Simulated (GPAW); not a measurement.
**Core-hole calculation of the Zn K edge in zinc-blende (ZnS)₁₋ₓ(ZnSe)ₓ at x = 0.25**

Aim: the Zn K edge in zinc-blende (ZnS)₁₋ₓ(ZnSe)ₓ at x = 0.25, one member of a composition series.

Calculated with GPAW 26.7.0; X-ray absorption from dipole matrix elements to empty bands, plane-wave PAW PBE.

Most raw output is cut from this account.

## Step 1: The starting structure

The cell holds 16 atoms: 8 Zn, 6 S and 2 Se. Its edges and angles: a = 7.742 Å, b = 7.742 Å, c = 7.742 Å, α = 60.0°, β = 60.0°, γ = 60.0°. 16-atom zinc-blende cell, 2 of 8 S sites taken by Se at random, lattice constants typed for the ends and interpolated (Vegard).

## Step 2: Relaxation

The cell was built by hand, so its atoms are relaxed first: near-edge features follow bond lengths closely.

File relax.py:

```python
import numpy as np
from ase import Atoms
from ase.parallel import parprint, paropen
from gpaw import GPAW, PW, FermiDirac, Mixer, MixerDif, setup_paths
from ase.optimize import BFGS

atoms = Atoms('ZnSZnSZnSeZnSZnSeZnSZnSZnS',
    cell=[[0, 5.4745, 5.4745],
     [5.4745, 0, 5.4745],
     [5.4745, 5.4745, 0]],
    scaled_positions=[[0.002776, 0.999183, 0.999666],
     [0.124482, 0.127545, 0.126481],
     [0.002479, 0.996488, 0.49752],
     [0.123717, 0.124352, 0.624781],
     [0.999857, 0.501795, 0.000508],
     [0.123646, 0.624693, 0.123436],
     [0.002455, 0.500359, 0.497811],
     [0.123638, 0.62673, 0.625595],
     [0.498805, 0.998503, 0.99827],
     [0.629709, 0.12526, 0.124879],
     [0.500542, 0.003566, 0.498895],
     [0.624679, 0.123103, 0.623534],
     [0.500381, 0.504827, 0.996298],
     [0.62478, 0.625464, 0.125287],
     [0.498814, 0.501545, 0.49961],
     [0.623413, 0.624273, 0.626081]],
    pbc=True)
atoms.calc = GPAW(legacy_gpaw=True, mode=PW(400, force_complex_dtype=True), xc='PBE', setups={},
    kpts={'size': (3, 3, 3), 'gamma': True}, occupations=FermiDirac(0.08),
    charge=0, mixer=Mixer(0.1, 5, 50), maxiter=150,
    convergence={'density': 0.0001, 'eigenstates': 1e-6}, txt='relax.txt')
steps = []
opt = BFGS(atoms, logfile='-')
opt.attach(lambda: steps.append([atoms.get_potential_energy(), float(np.linalg.norm(atoms.get_forces(), axis=1).max())]))
done = opt.run(fmax=0.05, steps=30)
out = dict(done=bool(done), steps=steps, frac=atoms.get_scaled_positions().tolist())
import json
with paropen('out.json', 'w') as f:
    json.dump(out, f)
```

Command:

```
OMP_NUM_THREADS=1 mpirun -n 4 gpaw python relax.py
```

Wall time 2.5 min (4 MPI ranks of AMD EPYC 9B14 (Zen 4), shared host); peak memory 0.37 GiB; 9.8 min of CPU time.

In 5 steps the energy fell by 168 meV (energies extrapolated to zero smearing) and the largest force to 0.034 eV/Å. Atom 5 (Zn; the text counts from 1, the script from 0) is among those that moved most, by 0.08 Å.

## Step 3: The field without a hole

A plain self-consistent run shows whether there is a gap, which decides the set-up of the core-hole run.

File scf.py:

```python
import numpy as np
from ase import Atoms
from ase.parallel import parprint, paropen
from gpaw import GPAW, PW, FermiDirac, Mixer, MixerDif, setup_paths
from gpaw.test import gen
setup_paths.insert(0, '.')
gen('Zn', name='nch1s', xcname='PBE', corehole=(1, 0, 0), write_xml=True)
from gpaw.mpi import world
world.barrier()

atoms = Atoms('ZnSZnSZnSeZnSZnSeZnSZnSZnS',
    cell=[[0, 5.4745, 5.4745],
     [5.4745, 0, 5.4745],
     [5.4745, 5.4745, 0]],
    scaled_positions=[[0.0090287, 0.007592, 0.9920933],
     [0.125705, 0.1260986, 0.1250734],
     [0.9999315, 0.9989643, 0.4995255],
     [0.1249997, 0.1249165, 0.6234013],
     [0.9954491, 0.4978003, 0.9960404],
     [0.1251091, 0.6248483, 0.1249707],
     [0.9968894, 0.4962875, 0.5101612],
     [0.1251145, 0.6247893, 0.6247512],
     [0.4973513, 0.9974169, 0.9955279],
     [0.6256696, 0.1254925, 0.1237557],
     [0.4962902, 0.9980074, 0.5090939],
     [0.6255984, 0.1255297, 0.6240757],
     [0.5078721, 0.5082052, 0.9912739],
     [0.6243695, 0.6257923, 0.1258464],
     [0.499326, 0.4996741, 0.5006168],
     [0.6253488, 0.6261847, 0.6226102]],
    pbc=True)
atoms.calc = calc = GPAW(legacy_gpaw=True, mode=PW(400, force_complex_dtype=True), xc='PBE', setups={4: 'nch1s'},
    kpts={'size': (3, 3, 3), 'gamma': True}, occupations=FermiDirac(0.05),
    charge=0, mixer=Mixer(0.1, 5, 50), maxiter=150,
    convergence={'density': 0.0001, 'eigenstates': 1e-6}, txt='scf.txt')
energy = atoms.get_potential_energy() + calc.get_reference_energy()
ef = calc.get_fermi_level()
out = dict(energy=energy, fermi=ef, forces=atoms.get_forces().tolist())
parprint(f'all-electron energy {energy:.4f} eV, Fermi level {ef:.4f} eV')
ev = np.array([[calc.get_eigenvalues(k, s) for k in range(len(calc.get_ibz_k_points()))] for s in range(calc.get_number_of_spins())])
out['homo'], out['lumo'], out['counts'] = ev[ev < ef].max(), ev[ev > ef].min(), sorted(set((ev < ef).sum((0, 2)).tolist()))
out['filled'] = (ev[:, 0] < ef).sum(1).tolist()
import json
with paropen('out.json', 'w') as f:
    json.dump(out, f)
```

Command:

```
OMP_NUM_THREADS=1 mpirun -n 4 gpaw python scf.py
```

Wall time 43 s (4 MPI ranks); peak memory 0.35 GiB.

The mesh shows a gap of 1.70 eV. The excited electron is kept all the same, so that all members of the series, with or without a gap, are treated alike.

## Step 4: Reference energy of the cell

The photon energy needs a difference of total energies, so the cell and mesh of the coming hole run are first run without a hole.

scf.py: that of step 3 with these lines changed.

```diff
@@ -32,3 +32,3 @@
 atoms.calc = calc = GPAW(legacy_gpaw=True, mode=PW(400, force_complex_dtype=True), xc='PBE', setups={4: 'nch1s'},
-    kpts={'size': (3, 3, 3), 'gamma': True}, occupations=FermiDirac(0.05),
+    kpts={'size': (3, 3, 3), 'gamma': True}, occupations=FermiDirac(0.02),
     charge=0, mixer=Mixer(0.1, 5, 50), maxiter=150,
```

Run time: 43 s. Hardware: 4 MPI ranks; peak memory 0.35 GiB; 2.9 min of CPU time.

Reference energy: -588296.564 eV with the cores included.

## Step 5: Spectrum with XCH, Zn atom 5

The holes are 7.7 Å apart. In GPAW the data set carries the hole's charge, so charge=0 means a charged cell and charge=-1 a neutral one. The excited electron is kept in the cell, where it fills the lowest empty states and screens the hole. After the field has converged, empty bands are computed with the density fixed and the dipole matrix elements are summed.

The absorber has 3 S at 2.35 Å and 1 Se at 2.44 Å (distorted tetrahedral).

File xas.py:

```python
import numpy as np
from ase import Atoms
from ase.parallel import parprint, paropen
from gpaw import GPAW, PW, FermiDirac, Mixer, MixerDif, setup_paths
from gpaw.test import gen
setup_paths.insert(0, '.')
gen('Zn', name='fch1s', xcname='PBE', corehole=(1, 0, 1), write_xml=True)
from gpaw.mpi import world
world.barrier()

atoms = Atoms('ZnSZnSZnSeZnSZnSeZnSZnSZnS',
    cell=[[0, 5.4745, 5.4745],
     [5.4745, 0, 5.4745],
     [5.4745, 5.4745, 0]],
    scaled_positions=[[0.0090287, 0.007592, 0.9920933],
     [0.125705, 0.1260986, 0.1250734],
     [0.9999315, 0.9989643, 0.4995255],
     [0.1249997, 0.1249165, 0.6234013],
     [0.9954491, 0.4978003, 0.9960404],
     [0.1251091, 0.6248483, 0.1249707],
     [0.9968894, 0.4962875, 0.5101612],
     [0.1251145, 0.6247893, 0.6247512],
     [0.4973513, 0.9974169, 0.9955279],
     [0.6256696, 0.1254925, 0.1237557],
     [0.4962902, 0.9980074, 0.5090939],
     [0.6255984, 0.1255297, 0.6240757],
     [0.5078721, 0.5082052, 0.9912739],
     [0.6243695, 0.6257923, 0.1258464],
     [0.499326, 0.4996741, 0.5006168],
     [0.6253488, 0.6261847, 0.6226102]],
    pbc=True)
atoms.calc = calc = GPAW(legacy_gpaw=True, mode=PW(400, force_complex_dtype=True), xc='PBE', setups={4: 'fch1s'},
    kpts={'size': (3, 3, 3), 'gamma': True}, occupations=FermiDirac(0.04),
    charge=-1, mixer=Mixer(0.1, 5, 50), maxiter=150,
    convergence={'density': 0.0001, 'eigenstates': 1e-6}, txt='scf.txt')
energy = atoms.get_potential_energy() + calc.get_reference_energy()
ef = calc.get_fermi_level()
out = dict(energy=energy, fermi=ef, forces=atoms.get_forces().tolist())
parprint(f'all-electron energy {energy:.4f} eV, Fermi level {ef:.4f} eV')
ev = np.array([[calc.get_eigenvalues(k, s) for k in range(len(calc.get_ibz_k_points()))] for s in range(calc.get_number_of_spins())])
out['homo'], out['lumo'], out['counts'] = ev[ev < ef].max(), ev[ev > ef].min(), sorted(set((ev < ef).sum((0, 2)).tolist()))
out['filled'] = (ev[:, 0] < ef).sum(1).tolist()

from ase.units import Ha
from gpaw.xas import dipole_matrix_elements
nb = int(calc.get_number_of_electrons() / 2) + 168
top, nb = nb, nb + 8 + nb // 12
nscf = calc.fixed_density(kpts={'size': (4, 4, 4), 'gamma': True}, nbands=nb,
    convergence={'bands': top, 'eigenstates': 5e-3}, maxiter=60, txt='nscf.txt')
cell = atoms.cell.array
ops = [cell.T @ U.T @ np.linalg.inv(cell.T) for U in nscf.wfs.kd.symmetry.op_scc]
filled = [72]  # bands filled in the ground state, by spin
E = np.arange(-6, 30, 0.1)
fwhm = np.interp(E, [4, 25], [1.67, 3.5])
Y, X, zero, highest = 0, 0, 1e9, 1e9
for spin in range(nscf.get_number_of_spins()):
    wfs = nscf.wfs
    mine = wfs.bd.get_slice()  # this rank's bands
    A = dipole_matrix_elements(wfs.setups[4])
    eps = np.zeros((wfs.kd.nibzkpts, nb))
    d = np.zeros((3, A.shape[1], wfs.kd.nibzkpts, nb), complex)
    for kpt in wfs.kpt_u:
        if kpt.s == spin and 4 in kpt.P_ani:
            eps[kpt.k, mine] = kpt.eps_n * Ha
            d[:, :, kpt.k, mine] = (kpt.weight * wfs.nspins / 2) ** 0.5 * np.inner(A, kpt.P_ani[4])
    world.sum(eps)
    world.sum(d)
    T = np.einsum('amkn,bmkn->abkn', d, d.conj()).real
    T = sum(np.einsum('ai,ijkn,bj->abkn', R, T, R) for R in ops) / len(ops)
    empty = np.ones_like(eps, bool) & (np.arange(nb) >= filled[spin])
    zero, highest = min(zero, eps[empty].min()), min(highest, eps[:, top - 1].min())
    lines = [(eps, T, empty)] if spin == 0 else lines + [(eps, T, empty)]
for eps, T, empty in lines:
    f = np.einsum('aakn->akn', T).reshape(3, -1)
    x = eps.ravel() - zero
    w = np.interp(x, E, fwhm) / 2.35482
    g = np.exp(-0.5 * ((E[:, None] - x) / w) ** 2) / (w * (2 * np.pi) ** 0.5)
    Y = Y + (f * empty.ravel()) @ g.T
    X = X + (f * ~empty.ravel()) @ g.T
out.update(E=E.round(2).tolist(), xas=Y.tolist(), xes=X.tolist(), zero=zero, valid=highest - zero, nk=len(eps), nb=nb)
for i in range(0, len(E), 10):
    parprint(f'{E[i]:7.2f}', *(f'{v:10.3e}' for v in Y[:, i]))
import json
with paropen('out.json', 'w') as f:
    json.dump(out, f)
```

Command:

```
OMP_NUM_THREADS=1 mpirun -n 4 gpaw python xas.py
```

Elapsed: 3.3 min, on 4 MPI ranks; peak memory 0.77 GiB.

The Zn K spectrum, Zn atom 5, excited-electron core hole (neutral cell) (energy from the bottom of the conduction band, which holds the excited electron; intensity scaled to a mean of 1 over the first 20 eV):

```tsv
E (eV)	intensity
-2.0	0.00
-1.5	0.00
-1.0	0.00
-0.5	0.01
0.0	0.03
0.5	0.09
1.0	0.21
1.5	0.42
2.0	0.69
2.5	0.95
3.0	1.13
3.5	1.33
4.0	1.64
4.5	1.93
5.0	2.00
5.5	1.76
6.0	1.35
6.5	1.01
7.0	0.84
7.5	0.83
8.0	0.92
8.5	1.00
9.0	1.00
9.5	0.94
10.0	0.89
10.5	0.89
11.0	0.94
11.5	1.00
12.0	1.04
12.5	1.05
13.0	1.03
13.5	1.01
14.0	1.00
14.5	1.00
15.0	1.00
15.5	0.99
16.0	0.98
16.5	0.97
17.0	0.96
17.5	0.95
18.0	0.94
18.5	0.93
19.0	0.90
19.5	0.86
20.0	0.82
20.5	0.79
21.0	0.77
21.5	0.78
22.0	0.80
22.5	0.82
23.0	0.84
23.5	0.85
24.0	0.85
24.5	0.85
25.0	0.86
25.5	0.88
26.0	0.91
26.5	0.94
27.0	0.98
27.5	1.00
```

Main maxima below 27 eV (height): 4.8 eV (2.02), 8.8 eV (1.01) and 12.4 eV (1.05). A K edge sees empty p states on the absorber.

The total-energy difference is 9692.74 eV. One term is added: -30.96 eV, since the hole is spin-paired here and a spin-polarised one costs that much less in the free atom (computed apart). The photon energy is then 9661.78 eV. The tabulated edge of the element is 9659 eV. The functional leaves an error of a few eV in such absolute values.

## Step 6: Reference energy of the cell

The absorbing element, whose data set is made anew, changes for the next run, so it gets a reference energy of its own.

scf.py: that of step 4 with these lines changed.

```diff
@@ -6,3 +6,3 @@
 setup_paths.insert(0, '.')
-gen('Zn', name='nch1s', xcname='PBE', corehole=(1, 0, 0), write_xml=True)
+gen('S', name='nch1s', xcname='PBE', corehole=(1, 0, 0), write_xml=True)
 from gpaw.mpi import world
@@ -31,3 +31,3 @@
     pbc=True)
-atoms.calc = calc = GPAW(legacy_gpaw=True, mode=PW(400, force_complex_dtype=True), xc='PBE', setups={4: 'nch1s'},
+atoms.calc = calc = GPAW(legacy_gpaw=True, mode=PW(400, force_complex_dtype=True), xc='PBE', setups={3: 'nch1s'},
     kpts={'size': (3, 3, 3), 'gamma': True}, occupations=FermiDirac(0.02),
```

Command:

```
OMP_NUM_THREADS=1 mpirun -n 4 gpaw python scf.py
```

Elapsed: 41 s, on 4 MPI ranks; peak memory 0.35 GiB; 2.7 min of CPU time.

Reference energy: -588296.564 eV with the cores included.

## Step 7: Spectrum with XCH, S atom 4

The holes are 7.7 Å apart. The excited electron is kept in the cell, where it fills the lowest empty states and screens the hole. After the field has converged, empty bands are computed with the density fixed and the dipole matrix elements are summed.

The absorber has 1 Zn at 2.33 Å, 2 Zn at 2.35 Å and 1 Zn at 2.37 Å (tetrahedral).

xas.py: that of step 5 with these lines changed.

```diff
@@ -6,3 +6,3 @@
 setup_paths.insert(0, '.')
-gen('Zn', name='fch1s', xcname='PBE', corehole=(1, 0, 1), write_xml=True)
+gen('S', name='fch1s', xcname='PBE', corehole=(1, 0, 1), write_xml=True)
 from gpaw.mpi import world
@@ -31,3 +31,3 @@
     pbc=True)
-atoms.calc = calc = GPAW(legacy_gpaw=True, mode=PW(400, force_complex_dtype=True), xc='PBE', setups={4: 'fch1s'},
+atoms.calc = calc = GPAW(legacy_gpaw=True, mode=PW(400, force_complex_dtype=True), xc='PBE', setups={3: 'fch1s'},
     kpts={'size': (3, 3, 3), 'gamma': True}, occupations=FermiDirac(0.04),
@@ -53,3 +53,3 @@
 E = np.arange(-6, 30, 0.1)
-fwhm = np.interp(E, [4, 25], [1.67, 3.5])
+fwhm = np.interp(E, [4, 25], [0.9, 3.5])
 Y, X, zero, highest = 0, 0, 1e9, 1e9
@@ -58,3 +58,3 @@
     mine = wfs.bd.get_slice()  # this rank's bands
-    A = dipole_matrix_elements(wfs.setups[4])
+    A = dipole_matrix_elements(wfs.setups[3])
     eps = np.zeros((wfs.kd.nibzkpts, nb))
@@ -62,5 +62,5 @@
     for kpt in wfs.kpt_u:
-        if kpt.s == spin and 4 in kpt.P_ani:
+        if kpt.s == spin and 3 in kpt.P_ani:
             eps[kpt.k, mine] = kpt.eps_n * Ha
-            d[:, :, kpt.k, mine] = (kpt.weight * wfs.nspins / 2) ** 0.5 * np.inner(A, kpt.P_ani[4])
+            d[:, :, kpt.k, mine] = (kpt.weight * wfs.nspins / 2) ** 0.5 * np.inner(A, kpt.P_ani[3])
     world.sum(eps)
```

Command:

```
OMP_NUM_THREADS=1 mpirun -n 4 gpaw python xas.py
```

It took 3.3 min on 4 MPI ranks; peak memory 0.76 GiB; 13 min of CPU time.

The S K spectrum, S atom 4, excited-electron core hole (neutral cell) (energy from the bottom of the conduction band, which holds the excited electron; intensity scaled to a mean of 1 over the first 20 eV):

```tsv
E (eV)	isotropic	ε ∥ x	ε ∥ z
-2.00	0.00	0.00	0.00
-1.25	0.00	0.00	0.00
-0.50	0.00	0.00	0.00
0.25	0.05	0.05	0.04
1.00	0.38	0.39	0.37
1.75	1.26	1.30	1.19
2.50	1.87	1.92	1.77
3.25	1.68	1.72	1.60
4.00	1.71	1.73	1.68
4.75	1.17	1.17	1.14
5.50	1.30	1.32	1.28
6.25	1.66	1.69	1.59
7.00	1.46	1.39	1.58
7.75	1.05	1.03	1.09
8.50	0.94	0.93	0.97
9.25	0.86	0.85	0.89
10.00	0.60	0.60	0.62
10.75	0.48	0.48	0.48
11.50	0.56	0.56	0.54
12.25	0.71	0.72	0.68
13.00	0.89	0.91	0.85
13.75	1.05	1.08	1.01
14.50	1.11	1.13	1.08
15.25	1.07	1.09	1.05
16.00	0.99	1.00	0.97
16.75	0.89	0.90	0.87
17.50	0.81	0.81	0.80
18.25	0.74	0.73	0.76
19.00	0.71	0.69	0.74
19.75	0.71	0.68	0.75
20.50	0.73	0.71	0.78
21.25	0.77	0.75	0.81
22.00	0.79	0.78	0.82
22.75	0.79	0.79	0.81
23.50	0.78	0.77	0.79
24.25	0.78	0.78	0.79
25.00	0.84	0.84	0.85
25.75	0.95	0.95	0.95
26.50	1.07	1.07	1.07
27.25	1.15	1.15	1.14
```

Main maxima below 24 eV (height): 2.8 eV (1.94), 4.1 eV (1.72), 6.4 eV (1.67) and 14.5 eV (1.11). 

The total-energy difference is 2484.49 eV. One term is added: -16.94 eV, since the hole is spin-paired here and a spin-polarised one costs that much less in the free atom (computed apart). The photon energy is then 2467.55 eV. The functional leaves an error of a few eV in such absolute values.

## Step 8: Outcome

```json
{
 "absorber and edge": "Zn K, atom 5 of the ground-state input (counted from 1)",
 "surroundings": "3 S at 2.35 Å and 1 Se at 2.44 Å (distorted tetrahedral)",
 "highest intensity below 24 eV": "4.8 eV above the zero, height 2.02",
 "photon energy of the zero, with the added terms": "9661.8 eV (raw 9692.7 eV; uncertain by a few eV)"
}
```

What this shows: The Zn K edge of atom 5, with 3 S at 2.35 Å and 1 Se at 2.44 Å (distorted tetrahedral), has its highest intensity of the first 24 eV at 4.8 eV above the zero, near 9667 eV in photon energy (uncertain by a few eV), 2.0 times the mean level of the first 20 eV (Gaussian full width 1.67 eV up to 4 eV, rising linearly to 3.5 eV at 25 eV). The script folds with a Gaussian, whereas the core hole's own line is a Lorentzian, so the onset is too steep and the first peak too high.

[Logs are printed without paths, hosts, clocks, repeated set-up lines and the standing remarks that a program may print on its own settings, such as how far it seeks lower states.]

[Hosts, paths, dates, database ids (printed as entryN), source tags and the programs' standing remarks are cut or masked in the printed files.]

[Lists of maxima count a maximum above −3 eV only where it reaches 4 % of the highest in the window and stands out from its surroundings by 2 % of it (1.5 % where it reaches 55 %); shoulders and weaker maxima are passed over, and of the rest the first, up to two pre-edge ones and the few strongest are named.]
